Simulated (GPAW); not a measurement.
## A 7-layer slab of Ir(111) in an electric field

Aim: the dipole that a field along the normal induces in a 7-layer slab of Ir(111).

Program: GPAW 26.7.0. Level of theory: GPAW, PAW setups; slab in vacuum, relaxation, in the first sound run; inputs show where later runs differ. Results are calculated unless marked as measured.

### Step 1. The structure

The cell holds 7 atoms: 7 Ir. Its edges and angles: a = 2.715 Å, b = 2.715 Å, c = 31.302 Å, α = 90.0°, β = 90.0°, γ = 60.0°. Vacuum lies along c.

### Step 2. Relaxation

Forces are removed first; all later runs use this geometry. The lowest 3 atoms are held at bulk positions and keep their forces.

run.py

```python
import json
import numpy as np
from ase import Atoms
from ase.constraints import FixAtoms
from ase.optimize import BFGS
from gpaw import GPAW, PW

slab = Atoms(
    ['Ir', 'Ir', 'Ir', 'Ir', 'Ir', 'Ir', 'Ir'],
    positions=[
        [0.00000, 0.00000, 9.00000],
        [1.35765, 0.78384, 11.21703],
        [2.71529, 1.56767, 13.43405],
        [0.00000, 0.00000, 15.65108],
        [1.35765, 0.78384, 17.86810],
        [2.71529, 1.56767, 20.08513],
        [0.00000, 0.00000, 22.30215]],
    cell=[[2.71529, 0.0, 0.0], [1.35765, 2.35151, 0.0], [0.0, 0.0, 31.30215]],
    pbc=[True, True, False])

slab.calc = GPAW(mode=PW(400), xc='PBE', kpts={'size': (13, 13, 1), 'gamma': True},
                 occupations={'name': 'fermi-dirac', 'width': 0.1}, nbands='160%',
                 convergence={'density': 1e-05}, maxiter=200,
                 poissonsolver={'dipolelayer': 'xy'},
                 symmetry={'tolerance': 1e-3, 'extra_ids': [1, 1, 1, 0, 0, 0, 0]}, txt='slab.txt')
result = {}
slab.set_constraint(FixAtoms([0, 1, 2]))
path = []
opt = BFGS(slab, maxstep=0.2)
opt.attach(lambda: path.append((slab.get_potential_energy(), slab.positions.tolist(), slab.get_forces().tolist())))
result['relaxed'] = bool(opt.run(fmax=0.03, steps=40))
result['path'] = path
energy = slab.get_potential_energy()
fermi = slab.calc.get_fermi_level()
v = slab.calc.get_electrostatic_potential().mean((0, 1)) - fermi
n = slab.calc.get_pseudo_density().mean((0, 1))
L = slab.cell[2, 2]
z = np.arange(len(v)) * L / len(v)
low, high = slab.positions[:, 2].min(), slab.positions[:, 2].max()
below, above = np.interp([low - 6.8, high + 6.8], z, v)
slopes = [np.interp(x, z, np.gradient(v, z)) for x in (low - 6.8, high + 6.8)]
eps = np.array([[slab.calc.get_eigenvalues(k, s) for k in range(len(slab.calc.get_ibz_k_points()))]
                for s in range(slab.calc.get_number_of_spins())]) - fermi
top, bottom = eps[eps < 0].max(), eps[eps > 0].min()
dipole = slab.get_dipole_moment()[2]
print(f'energy {energy:.4f} eV, Fermi level {fermi:.4f} eV, dipole {dipole:.5f} e A')
print(f'potential 6.8 A off the faces, from the Fermi level: lower {below:.4f} eV, upper {above:.4f} eV')
print(f'slope of the potential there: lower {slopes[0]:.5f}, upper {slopes[1]:.5f} eV/A')
print(f'nearest levels on the mesh: {top:.4f} and {bottom:.4f} eV')
print('magnetic moment', round(slab.get_magnetic_moment(), 3))
result.update(energy=energy, fermi=fermi, dipole=dipole, below=below, above=above, slopes=slopes, edges=[top, bottom],
              z=z.tolist(), v=v.tolist(), n=n.tolist(), positions=slab.positions.tolist(),
              forces=slab.get_forces(apply_constraint=False).tolist(), moments=slab.get_magnetic_moments().tolist())
json.dump(result, open('result.json', 'w'))
```

On the command line:

```
$ OMP_NUM_THREADS=1 OPENBLAS_NUM_THREADS=1 python run.py
```

The log of the run:

```text
Step          Energy          fmax
BFGS:    0      -63.739687        0.345653
BFGS:    1      -63.742418        0.262446
BFGS:    2      -63.746773        0.141669
BFGS:    3      -63.747336        0.136630
BFGS:    4      -63.750763        0.129855
BFGS:    5      -63.751335        0.129403
BFGS:    6      -63.754216        0.126682
BFGS:    7      -63.754685        0.102702
BFGS:    8      -63.754973        0.048594
BFGS:    9      -63.755061        0.017677
energy -63.6254 eV, Fermi level 4.6034 eV, dipole 0.00086 e A
potential 6.8 A off the faces, from the Fermi level: lower 5.4910 eV, upper 5.4860 eV
slope of the potential there: lower -0.00023, upper 0.00015 eV/A
nearest levels on the mesh: -0.0069 and 0.0043 eV
magnetic moment 0.0
```

Wall time 20 min (1 thread of Intel Xeon 6975P-C (Granite Rapids), shared host); peak memory 0.31 GiB.

Step by step:

```tsv
step	energy less that of the first step (eV)	largest force (eV/Å)
1	0.0000	0.3457
2	-0.0030	0.2624
3	-0.0082	0.1417
4	-0.0087	0.1366
5	-0.0121	0.1299
6	-0.0126	0.1294
7	-0.0151	0.1267
8	-0.0154	0.1027
9	-0.0156	0.0486
10	-0.0157	0.0177
```

The atoms that moved most (Å):

```tsv
atom	dx	dy	dz	length
Ir6	0.000	0.000	0.079	0.079
Ir5	0.000	0.000	0.065	0.065
Ir7	0.000	0.000	0.057	0.057
Ir4	0.000	0.000	0.034	0.034
```

The relaxed structure:

```xyz
7
Lattice="2.7153 0.0000 0.0000 1.3576 2.3515 0.0000 0.0000 0.0000 31.3022" Properties=species:S:1:pos:R:3
Ir    0.0000    0.0000    9.0000
Ir    1.3576    0.7838   11.2170
Ir    2.7153    1.5677   13.4340
Ir    0.0000    0.0000   15.6855
Ir    1.3576    0.7838   17.9336
Ir    2.7153    1.5677   20.1645
Ir    0.0000    0.0000   22.3590
```

This step gave:

```
dipole along the normal                    : 8.61e-4 e·Å
levels nearest the Fermi level on the mesh : -0.006916, 0.004324 eV from the Fermi level
upper work function                        : 5.486 eV
lower work function                        : 5.491 eV
```

The electrostatic potential energy of an electron (without an applied field's), less the Fermi level, planar mean oscillates, so the rows of the table below give means over windows of 2.24 Å about each position, cut where the curve ends. Its maxima inside the range that stand out by 2 % of the span (Å: eV): 10.1: -1.76, 12.4: -2.04, 14.6: -1.67, 16.8: -1.69, 19.1: -1.88, 21.3: -2.04. Its minima: 9.0: -30.7, 11.2: -31.3, 13.4: -31.4, 15.7: -31.3, 17.9: -31.2, 20.1: -31.3, 22.4: -30.9.

The electrostatic potential energy of an electron (without an applied field's), less the Fermi level, planar mean by z; means over each step:

```tsv
z (Å)	electrostatic potential energy of an electron (without an applied field's), less the Fermi level, planar mean (eV)
1.12	5.49
3.36	5.49
5.60	5.46
7.84	-3.96
10.08	-14.8
12.32	-15.1
14.56	-14.5
16.80	-14.6
19.04	-14.9
21.28	-15.2
23.52	-3.97
25.76	5.46
28.00	5.49
30.24	5.49
```

The pseudo valence density, planar mean oscillates, so the rows of the table below give means over windows of 2.24 Å about each position, cut where the curve ends. Its maxima inside the range that stand out by 2 % of the span (Å: e/Å³): 8.9: 2.25, 11.3: 2.24, 13.4: 2.28, 15.8: 2.23, 17.9: 2.27, 20.2: 2.25, 22.4: 2.28. Its minima: 10.2: 0.393, 12.4: 0.380, 14.5: 0.368, 16.8: 0.363, 19.0: 0.384, 21.3: 0.396.

Pseudo valence density, planar mean against z; means over each step:

```tsv
z (Å)	pseudo valence density, planar mean (e/Å³)
3.36	2.6e-6
5.60	0.00116
7.84	0.485
10.08	1.07
12.32	1.07
14.56	1.04
16.80	1.04
19.04	1.06
21.28	1.09
23.52	0.487
25.76	0.00116
28.00	2.7e-6
```

The relaxation lowered the energy of the cell by 0.0157 eV (energies extrapolated to zero smearing; the optimiser's log prints free energies). The largest force left on a free atom is 0.018 eV/Å.

### Step 3. The slab's potential

The work function is the vacuum plateau of the electrostatic potential less the Fermi level; a dipole layer lets the two faces have plateaus of their own.

This step: GPAW, PAW setups; slab in vacuum (GPAW 26.7.0).

run.py: that of step 2 with these lines changed.

```diff
@@ -3,4 +3,2 @@
 from ase import Atoms
-from ase.constraints import FixAtoms
-from ase.optimize import BFGS
 from gpaw import GPAW, PW
@@ -13,6 +11,6 @@
         [2.71529, 1.56767, 13.43405],
-        [0.00000, 0.00000, 15.65108],
-        [1.35765, 0.78384, 17.86810],
-        [2.71529, 1.56767, 20.08513],
-        [0.00000, 0.00000, 22.30215]],
+        [0.00000, -0.00000, 15.68555],
+        [1.35765, 0.78384, 17.93357],
+        [2.71529, 1.56767, 20.16451],
+        [-0.00000, -0.00000, 22.35900]],
     cell=[[2.71529, 0.0, 0.0], [1.35765, 2.35151, 0.0], [0.0, 0.0, 31.30215]],
@@ -24,10 +22,4 @@
                  poissonsolver={'dipolelayer': 'xy'},
-                 symmetry={'tolerance': 1e-3, 'extra_ids': [1, 1, 1, 0, 0, 0, 0]}, txt='slab.txt')
+                 symmetry={'tolerance': 1e-3}, txt='slab.txt')
 result = {}
-slab.set_constraint(FixAtoms([0, 1, 2]))
-path = []
-opt = BFGS(slab, maxstep=0.2)
-opt.attach(lambda: path.append((slab.get_potential_energy(), slab.positions.tolist(), slab.get_forces().tolist())))
-result['relaxed'] = bool(opt.run(fmax=0.03, steps=40))
-result['path'] = path
 energy = slab.get_potential_energy()
```

The log of the run:

```text
energy -63.6254 eV, Fermi level 4.6034 eV, dipole 0.00048 e A
potential 6.8 A off the faces, from the Fermi level: lower 5.4908 eV, upper 5.4859 eV
slope of the potential there: lower -0.00019, upper 0.00012 eV/A
nearest levels on the mesh: -0.0069 and 0.0043 eV
magnetic moment 0.0
```

The job ended after 3.2 min (1 thread; peak memory 0.31 GiB).

Numbers from this step:

| Quantity | Value |
| --- | --- |
| dipole along the normal | 4.76e-4 e·Å |
| levels nearest the Fermi level on the mesh | -0.006940, 0.004326 eV from the Fermi level |

The electrostatic potential energy of an electron (without an applied field's), less the Fermi level, planar mean oscillates, so the rows of the table below give means over windows of 2.24 Å about each position, cut where the curve ends. Its maxima inside the range that stand out by 2 % of the span (Å: eV): 10.1: -1.76, 12.4: -2.04, 14.6: -1.67, 16.8: -1.69, 19.1: -1.88, 21.3: -2.04. Its minima: 9.0: -30.7, 11.2: -31.3, 13.4: -31.4, 15.7: -31.3, 17.9: -31.2, 20.1: -31.3, 22.4: -30.9.

Table of electrostatic potential energy of an electron (without an applied field's), less the Fermi level, planar mean by z; means over each step:

z (Å), electrostatic potential energy of an electron (without an applied field's), less the Fermi level, planar mean (eV) and a bar from the least value:
```
     1.12        5.5 ##############################
     3.36        5.5 ##############################
     5.60        5.5 ##############################
     7.84       -4.0 ################
    10.08      -14.8 #
    12.32      -15.1 
    14.56      -14.5 #
    16.80      -14.6 #
    19.04      -14.9 #
    21.28      -15.2 
    23.52       -4.0 ################
    25.76        5.5 ##############################
    28.00        5.5 ##############################
    30.24        5.5 ##############################
```

The pseudo valence density, planar mean oscillates, so the rows of the table below give means over windows of 2.24 Å about each position, cut where the curve ends. Its maxima inside the range that stand out by 2 % of the span (Å: e/Å³): 8.9: 2.25, 11.3: 2.24, 13.4: 2.28, 15.8: 2.23, 17.9: 2.27, 20.2: 2.25, 22.4: 2.28. Its minima: 10.2: 0.393, 12.4: 0.380, 14.5: 0.368, 16.8: 0.363, 19.0: 0.384, 21.3: 0.396.

The pseudo valence density, planar mean by z; means over each step:

```tsv
z (Å)	pseudo valence density, planar mean (e/Å³)
3.36	2.6e-6
5.60	0.00116
7.84	0.485
10.08	1.07
12.32	1.07
14.56	1.04
16.80	1.04
19.04	1.06
21.28	1.09
23.52	0.487
25.76	0.00116
28.00	2.8e-6
```

Force by atom:

```tsv
atom	x (eV/Å)	y (eV/Å)	z (eV/Å)	size
Ir1	0.000	0.000	0.205	0.205
Ir2	0.000	0.000	-0.289	0.289
Ir3	0.000	0.000	0.088	0.088
Ir4	0.000	0.000	-0.010	0.010
Ir5	0.000	0.000	0.018	0.018
Ir6	0.000	0.000	-0.015	0.015
Ir7	0.000	0.000	0.005	0.005
```

The potential is flat to 1.9e-4 eV/Å where it is read, so the vacuum is wide enough.

### Step 4. In a field

A uniform field along the normal polarises the slab; the atoms stay fixed, so this is the electronic response alone.

run.py: that of step 3 with these lines changed.

```diff
@@ -4,2 +4,3 @@
 from gpaw import GPAW, PW
+from gpaw.external import ConstantElectricField
 
@@ -22,2 +23,3 @@
                  poissonsolver={'dipolelayer': 'xy'},
+                 external=ConstantElectricField(-0.2, [0, 0, 1]),
                  symmetry={'tolerance': 1e-3}, txt='slab.txt')
```

The log of the run:

```text
energy -63.6372 eV, Fermi level 4.5995 eV, dipole -0.11748 e A
potential 6.8 A off the faces, from the Fermi level: lower 3.8319 eV, upper 7.1614 eV
slope of the potential there: lower -0.00013, upper 0.00003 eV/A
nearest levels on the mesh: -0.0069 and 0.0043 eV
magnetic moment 0.0
```

Run time: 17 min. Hardware: 1 thread; peak memory 0.72 GiB.

This step gave:

```yaml
dipole_along_the_normal: -0.1175 e·Å
levels_nearest_the_fermi_level_on_the_mesh: -0.006936, 0.004337 eV from the Fermi level
potential_below_the_slab_the_applied_field_s_own_ramp_left_out: 3.832 eV from the Fermi level
potential_above_the_slab_the_applied_field_s_own_ramp_left_out: 7.161 eV from the Fermi level
```

The electrostatic potential energy of an electron (without an applied field's), less the Fermi level, planar mean oscillates, so the rows of the table below give means over windows of 2.24 Å about each position, cut where the curve ends. Its maxima inside the range that stand out by 2 % of the span (Å: eV): 10.1: -2.87, 12.4: -2.70, 14.6: -1.88, 16.8: -1.45, 19.1: -1.20, 21.3: -0.907, 29.5: 7.16. Its minima: 9.0: -32.0, 11.2: -32.2, 13.4: -31.8, 15.7: -31.3, 17.9: -30.7, 20.1: -30.4, 22.4: -29.6.

Electrostatic potential energy of an electron (without an applied field's), less the Fermi level, planar mean against z; means over each step:

z (Å), electrostatic potential energy of an electron (without an applied field's), less the Fermi level, planar mean (eV) and a bar from the least value:
```
     1.12        4.0 ##########################
     3.36        3.8 ##########################
     5.60        3.8 ##########################
     7.84       -5.5 ##############
    10.08      -16.0 
    12.32      -15.8 
    14.56      -14.7 ##
    16.80      -14.3 ##
    19.04      -14.2 ##
    21.28      -14.1 ##
    23.52       -2.4 ##################
    25.76        7.1 ##############################
    28.00        7.2 ##############################
    30.24        7.1 ##############################
```

Force by atom:

```tsv
atom	x (eV/Å)	y (eV/Å)	z (eV/Å)	size
Ir1	0.000	0.000	0.208	0.208
Ir2	0.000	0.000	-0.290	0.290
Ir3	0.000	0.000	0.085	0.085
Ir4	0.000	0.000	-0.008	0.008
Ir5	0.000	0.000	0.015	0.015
Ir6	0.000	0.000	-0.016	0.016
Ir7	0.000	0.000	0.008	0.008
```

The dipole is now -0.117 e Å, against 4.8e-4 in the run without a field.

### Step 5. Field on

run.py: that of step 4 with these lines changed.

```diff
@@ -23,3 +23,3 @@
                  poissonsolver={'dipolelayer': 'xy'},
-                 external=ConstantElectricField(-0.2, [0, 0, 1]),
+                 external=ConstantElectricField(-0.1, [0, 0, 1]),
                  symmetry={'tolerance': 1e-3}, txt='slab.txt')
```

The log of the run:

```text
energy -63.6284 eV, Fermi level 4.6018 eV, dipole -0.05861 e A
potential 6.8 A off the faces, from the Fermi level: lower 4.6611 eV, upper 6.3223 eV
slope of the potential there: lower -0.00012, upper 0.00007 eV/A
nearest levels on the mesh: -0.0069 and 0.0044 eV
magnetic moment 0.0
```

Run time: 18 min. Hardware: 1 thread; peak memory 0.74 GiB.

Numbers from this step:

```
dipole along the normal                                         : -0.05861 e·Å
levels nearest the Fermi level on the mesh                      : -0.006888, 0.004362 eV from the Fermi level
potential below the slab, the applied field's own ramp left out : 4.661 eV from the Fermi level
potential above the slab, the applied field's own ramp left out : 6.322 eV from the Fermi level
```

The electrostatic potential energy of an electron (without an applied field's), less the Fermi level, planar mean oscillates, so the rows of the table below give means over windows of 2.24 Å about each position, cut where the curve ends. Its maxima inside the range that stand out by 2 % of the span (Å: eV): 10.1: -2.32, 12.4: -2.37, 14.6: -1.78, 16.8: -1.57, 19.1: -1.54, 21.3: -1.47. Its minima: 9.0: -31.3, 11.2: -31.8, 13.4: -31.6, 15.7: -31.3, 17.9: -31.0, 20.1: -30.9, 22.4: -30.2.

Table of electrostatic potential energy of an electron (without an applied field's), less the Fermi level, planar mean by z; means over each step:

```tsv
z (Å)	electrostatic potential energy of an electron (without an applied field's), less the Fermi level, planar mean (eV)
1.12	4.73
3.36	4.66
5.60	4.64
7.84	-4.73
10.08	-15.4
12.32	-15.4
14.56	-14.6
16.80	-14.5
19.04	-14.5
21.28	-14.7
23.52	-3.20
25.76	6.29
28.00	6.32
30.24	6.28
```

Force by atom:

```tsv
atom	x (eV/Å)	y (eV/Å)	z (eV/Å)	size
Ir1	0.000	0.000	0.204	0.204
Ir2	0.000	0.000	-0.291	0.291
Ir3	0.000	0.000	0.086	0.086
Ir4	0.000	0.000	-0.010	0.010
Ir5	0.000	0.000	0.015	0.015
Ir6	0.000	0.000	-0.016	0.016
Ir7	0.000	0.000	0.005	0.005
```

The dipole is now -0.0586 e Å, against 4.8e-4 in the run without a field.

### Step 6. Field on

run.py: that of step 5 with these lines changed.

```diff
@@ -23,3 +23,3 @@
                  poissonsolver={'dipolelayer': 'xy'},
-                 external=ConstantElectricField(-0.1, [0, 0, 1]),
+                 external=ConstantElectricField(-0.05, [0, 0, 1]),
                  symmetry={'tolerance': 1e-3}, txt='slab.txt')
```

The log of the run:

```text
energy -63.6262 eV, Fermi level 4.6028 eV, dipole -0.02922 e A
potential 6.8 A off the faces, from the Fermi level: lower 5.0753 eV, upper 5.9036 eV
slope of the potential there: lower -0.00014, upper 0.00006 eV/A
nearest levels on the mesh: -0.0069 and 0.0043 eV
magnetic moment 0.0
```

It took 16 min on 1 thread; peak memory 0.72 GiB.

The electrostatic potential energy of an electron (without an applied field's), less the Fermi level, planar mean oscillates, so the rows of the table below give means over windows of 2.24 Å about each position, cut where the curve ends. Its maxima inside the range that stand out by 2 % of the span (Å: eV): 10.1: -2.04, 12.4: -2.21, 14.6: -1.72, 16.8: -1.63, 19.1: -1.71, 21.3: -1.75. Its minima: 9.0: -31.0, 11.2: -31.5, 13.4: -31.5, 15.7: -31.3, 17.9: -31.1, 20.1: -31.1, 22.4: -30.6.

Electrostatic potential energy of an electron (without an applied field's), less the Fermi level, planar mean against z; means over each step:

```tsv
z (Å)	electrostatic potential energy of an electron (without an applied field's), less the Fermi level, planar mean (eV)
1.12	5.11
3.36	5.08
5.60	5.05
7.84	-4.35
10.08	-15.1
12.32	-15.3
14.56	-14.6
16.80	-14.5
19.04	-14.7
21.28	-14.9
23.52	-3.59
25.76	5.88
28.00	5.90
30.24	5.88
```

### Step 7. Field on

run.py: that of step 6 with these lines changed.

```diff
@@ -23,3 +23,3 @@
                  poissonsolver={'dipolelayer': 'xy'},
-                 external=ConstantElectricField(-0.05, [0, 0, 1]),
+                 external=ConstantElectricField(0.05, [0, 0, 1]),
                  symmetry={'tolerance': 1e-3}, txt='slab.txt')
```

The log of the run:

```text
energy -63.6262 eV, Fermi level 4.6041 eV, dipole 0.02964 e A
potential 6.8 A off the faces, from the Fermi level: lower 5.9067 eV, upper 5.0669 eV
slope of the potential there: lower -0.00015, upper 0.00010 eV/A
nearest levels on the mesh: -0.0069 and 0.0044 eV
magnetic moment 0.0
```

Wall time 15 min (1 thread); peak memory 0.72 GiB.

The electrostatic potential energy of an electron (without an applied field's), less the Fermi level, planar mean oscillates, so the rows of the table below give means over windows of 2.24 Å about each position, cut where the curve ends. Its maxima inside the range that stand out by 2 % of the span (Å: eV): 10.1: -1.49, 12.4: -1.88, 14.6: -1.62, 16.8: -1.75, 19.1: -2.05, 21.3: -2.32. Its minima: 9.0: -30.3, 11.2: -31.1, 13.4: -31.3, 15.7: -31.3, 17.9: -31.3, 20.1: -31.5, 22.4: -31.2.

Electrostatic potential energy of an electron (without an applied field's), less the Fermi level, planar mean against z; means over each step:

z (Å), electrostatic potential energy of an electron (without an applied field's), less the Fermi level, planar mean (eV) and a bar from the least value:
```
     1.12        5.9 ##############################
     3.36        5.9 ##############################
     5.60        5.9 ##############################
     7.84       -3.6 #################
    10.08      -14.6 #
    12.32      -14.9 #
    14.56      -14.5 #
    16.80      -14.6 #
    19.04      -15.0 #
    21.28      -15.5 
    23.52       -4.4 ################
    25.76        5.0 #############################
    28.00        5.1 #############################
    30.24        5.1 #############################
```

[end of part 1 of 2]

[Logs are printed without paths, hosts, clocks, repeated set-up lines and the standing remarks that a program may print on its own settings, such as how far it seeks lower states.]

[Hosts, paths, dates, database ids (printed as entryN), source tags and the programs' standing remarks are cut or masked in the printed files.]
